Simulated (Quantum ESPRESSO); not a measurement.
# SiC (Moissanite 3C): how pressure shifts the optical phonon

Aim: the Grüneisen parameter and the pressure coefficient of an optical mode of SiC (Moissanite 3C).

Method: DFT PBE, scalar-relativistic, plane waves, GBRV ultrasoft pseudopotentials, in Quantum ESPRESSO 7.5.

## (1) Set-up

The structure is cubic, space group F-43m (No. 216). The conventional cell has a = 4.378 Å, b = 4.378 Å, c = 4.378 Å, α = 90.00°, β = 90.00°, γ = 90.00°. Nearest to Si lie 4 C at 1.90 Å. Nearest to C lie 4 Si at 1.90 Å. Farther neighbours are not listed.

This is the cell after its relaxation at this level of theory, not the database cell from which that began.

## (2) Runs at several volumes

The relaxed cell is scaled uniformly; in this structure symmetry fixes all atoms, so nothing has to be relaxed anew. Each volume gets a ground state and a response at Γ. The mode followed is the highest one without the macroscopic field, of symmetry T2; longitudinal polar modes lie higher. Cutoff 55 Ry, k mesh 12×12×12.

From the response at V/V₀ = 0.94:

Output:

```text
[banners, grids, parts of the stress and lines that vanish by symmetry left out]
Program PHONON v.7.5
     Reading xml data from directory:

[...]
Exchange-correlation= PBE
                           (   1   4   3   4   0   0   0)
[...]
kinetic-energy cut-off    =      55.0000  Ry
     charge density cut-off    =     440.0000  Ry
     convergence threshold     =      1.0E-18
[...]
Exchange-correlation= PBE
                           (   1   4   3   4   0   0   0)
[...]
q = (   0.0000000   0.0000000   0.0000000 )
     25 Sym.Ops. (with q -> -q+G )
     G cutoff =  732.1299  (  20827 G-vectors)     FFT grid: ( 40, 40, 40)
     G cutoff =  366.0650  (   7391 G-vectors)  smooth grid: ( 27, 27, 27)
     number of k points=    72
[...]
Mode symmetry, T_d (-43m)  point group:
[...]
Dielectric constant
[...]
End of electric fields calculation
          Dielectric constant in cartesian axis
          (       6.833925479       0.000000000       0.000000000 )
          (       0.000000000       6.833925479      -0.000000000 )
          (       0.000000000      -0.000000000       6.833925479 )
          Effective charges (d Force / dE) in cartesian axis without acoustic sum rule applied (asr)
           atom    1  Si    Mean Z*:        2.75267
      Ex  (        2.75267        0.00000        0.00000 )
      Ey  (        0.00000        2.75267       -0.00000 )
      Ez  (        0.00000        0.00000        2.75267 )
           atom    2  C     Mean Z*:       -2.75422
      Ex  (       -2.75422        0.00000        0.00000 )
      Ey  (        0.00000       -2.75422       -0.00000 )
      Ez  (       -0.00000       -0.00000       -2.75422 )
          Effective charges Sum: Mean:       -0.00155
[...]
Effective charges (d Force / dE) in cartesian axis with asr applied:
           atom    1  Si    Mean Z*:        2.75344
[...]
atom    2  C     Mean Z*:       -2.75344
[...]
Representation #   1 modes #   1   2   3
[...]
End of self-consistent calculation
     Convergence has been achieved
     Representation #   2 modes #   4   5   6
[...]
End of self-consistent calculation
     Convergence has been achieved
[...]
Dielectric constant in cartesian axis
          (       6.833925479       0.000000000       0.000000000 )
          (       0.000000000       6.833925479      -0.000000000 )
          (       0.000000000      -0.000000000       6.833925479 )
          Effective charges (d Force / dE) in cartesian axis without acoustic sum rule applied (asr)
           atom    1  Si    Mean Z*:        2.75267
      Ex  (        2.75267        0.00000        0.00000 )
      Ey  (        0.00000        2.75267       -0.00000 )
      Ez  (        0.00000        0.00000        2.75267 )
           atom    2  C     Mean Z*:       -2.75422
      Ex  (       -2.75422        0.00000        0.00000 )
      Ey  (        0.00000       -2.75422       -0.00000 )
      Ez  (       -0.00000       -0.00000       -2.75422 )
          Effective charges Sum: Mean:       -0.00155
[...]
Effective charges (d Force / dE) in cartesian axis with asr applied:
           atom    1  Si    Mean Z*:        2.75344
[...]
atom    2  C     Mean Z*:       -2.75344
[...]
q = (    0.000000000   0.000000000   0.000000000 )
[...]
freq (    1) =       0.061385 [THz] =       2.047578 [cm-1]
     freq (    2) =       0.061385 [THz] =       2.047578 [cm-1]
     freq (    3) =       0.061385 [THz] =       2.047578 [cm-1]
     freq (    4) =      24.946413 [THz] =     832.122762 [cm-1]
     freq (    5) =      24.946413 [THz] =     832.122762 [cm-1]
     freq (    6) =      24.946413 [THz] =     832.122762 [cm-1]
[...]
Mode symmetry, T_d (-43m)  point group:
     freq (   1-   3) =          2.0  [cm-1]   --> T_2  G_15 P_4   I+R
     freq (   4-   6) =        832.1  [cm-1]   --> T_2  G_15 P_4   I+R

   JOB DONE.
```

One volume, V/V₀ = 0.97, is held back as a test.

```
V/V₀  volume (Å³/atom)  pressure (GPa)   ω (cm⁻¹)
0.94             9.862           14.90     832.12
0.97            10.177            6.93  held back
   1            10.491            0.06     776.15
1.03            10.806           -5.87     750.68
1.06            11.121          -10.98     726.77
```

## (3) The fit

The mode Grüneisen parameter is γ = −d ln ω / d ln V.

```
ln(V/V₀)    ln ω
 -0.0619  6.7240
  0.0000  6.6543
  0.0296  6.6210
  0.0583  6.5886
```

A straight line through these points has the slope -1.127, so γ = 1.13; at V/V₀ = 0.97 it predicts ω = exp(6.6543 + 0.0343) = 803.20 cm⁻¹.

A parabola of pressure against ln V through V/V₀ = 0.97, 1 and 1.03 gives the bulk modulus B = −dP/d ln V = 213 GPa at V₀. With ω₀ from the fitted line the pressure coefficient follows as dω/dP = γ ω₀ / B = 1.13 × 776.1 / 213 = 4.11 cm⁻¹/GPa.

## (4) The run that was held back

Output:

```text
[banners, grids, parts of the stress and lines that vanish by symmetry left out]
[banner, memory and clock lines left out]
Program PHONON v.7.5

[...]
Exchange-correlation= PBE
                           (   1   4   3   4   0   0   0)
[...]
kinetic-energy cut-off    =      55.0000  Ry
     charge density cut-off    =     440.0000  Ry
     convergence threshold     =      1.0E-18
[...]
Exchange-correlation= PBE
                           (   1   4   3   4   0   0   0)
[...]
q = (   0.0000000   0.0000000   0.0000000 )
     25 Sym.Ops. (with q -> -q+G )
     G cutoff =  747.6255  (  21547 G-vectors)     FFT grid: ( 40, 40, 40)
     G cutoff =  373.8127  (   7631 G-vectors)  smooth grid: ( 27, 27, 27)
     number of k points=    72
[...]
Mode symmetry, T_d (-43m)  point group:
[...]
Dielectric constant
[...]
End of electric fields calculation
          Dielectric constant in cartesian axis
          (       6.907716164      -0.000000000       0.000000000 )
          (       0.000000000       6.907716164      -0.000000000 )
          (       0.000000000      -0.000000000       6.907716164 )
          Effective charges (d Force / dE) in cartesian axis without acoustic sum rule applied (asr)
           atom    1  Si    Mean Z*:        2.73020
      Ex  (        2.73020        0.00000       -0.00000 )
      Ey  (        0.00000        2.73020        0.00000 )
      Ez  (       -0.00000        0.00000        2.73020 )
           atom    2  C     Mean Z*:       -2.73169
      Ex  (       -2.73169       -0.00000       -0.00000 )
[...]
Representation #   1 modes #   1   2   3
[...]
End of self-consistent calculation
     Convergence has been achieved
     Representation #   2 modes #   4   5   6
[...]
End of self-consistent calculation
     Convergence has been achieved
[...]
Dielectric constant in cartesian axis
          (       6.907716164      -0.000000000       0.000000000 )
          (       0.000000000       6.907716164      -0.000000000 )
          (       0.000000000      -0.000000000       6.907716164 )
          Effective charges (d Force / dE) in cartesian axis without acoustic sum rule applied (asr)
           atom    1  Si    Mean Z*:        2.73020
      Ex  (        2.73020        0.00000       -0.00000 )
      Ey  (        0.00000        2.73020        0.00000 )
      Ez  (       -0.00000        0.00000        2.73020 )
           atom    2  C     Mean Z*:       -2.73169
      Ex  (       -2.73169       -0.00000       -0.00000 )
      Ey  (       -0.00000       -2.73169        0.00000 )
      Ez  (       -0.00000        0.00000       -2.73169 )
          Effective charges Sum: Mean:       -0.00149
[...]
Effective charges (d Force / dE) in cartesian axis with asr applied:
           atom    1  Si    Mean Z*:        2.73094
[...]
atom    2  C     Mean Z*:       -2.73094
[...]
q = (    0.000000000   0.000000000   0.000000000 )
[...]
freq (    1) =       0.031570 [THz] =       1.053068 [cm-1]
     freq (    2) =       0.031570 [THz] =       1.053068 [cm-1]
     freq (    3) =       0.031570 [THz] =       1.053068 [cm-1]
     freq (    4) =      24.080158 [THz] =     803.227626 [cm-1]
     freq (    5) =      24.080158 [THz] =     803.227626 [cm-1]
     freq (    6) =      24.080158 [THz] =     803.227626 [cm-1]
[...]
Mode symmetry, T_d (-43m)  point group:
     freq (   1-   3) =          1.1  [cm-1]   --> T_2  G_15 P_4   I+R
     freq (   4-   6) =        803.2  [cm-1]   --> T_2  G_15 P_4   I+R
```

It gives 803.23 cm⁻¹ against the predicted 803.20 cm⁻¹, a miss of 0.03 cm⁻¹.

## (5) What came out

| Item | Value |
| --- | --- |
| mode Grüneisen parameter | 1.127 |
| bulk modulus | 213 GPa |
| pressure coefficient | 4.11 cm⁻¹/GPa |

The highest optical mode of SiC (Moissanite 3C) without the LO-TO term stiffens by 4.11 cm⁻¹ a GPa near the relaxed volume, with γ = 1.13. The power law meets all 5 runs within 0.01 %. Such a coefficient turns a measured shift of this mode into a hydrostatic stress; uniaxial or biaxial stress splits the mode and needs deformation potentials. These are harmonic values at zero temperature for the structure held cubic, which a run at Γ can't show to be stable; the bulk modulus rests on three points.

[Host names and launcher messages were left out of these logs when they were recorded.]

[Logs are printed without paths, hosts, clocks, repeated set-up lines and the standing remarks that a program may print on its own settings, such as how far it seeks lower states.]

[Hosts, paths, dates, database ids (printed as entryN), source tags and the programs' standing remarks are cut or masked in the printed files.]
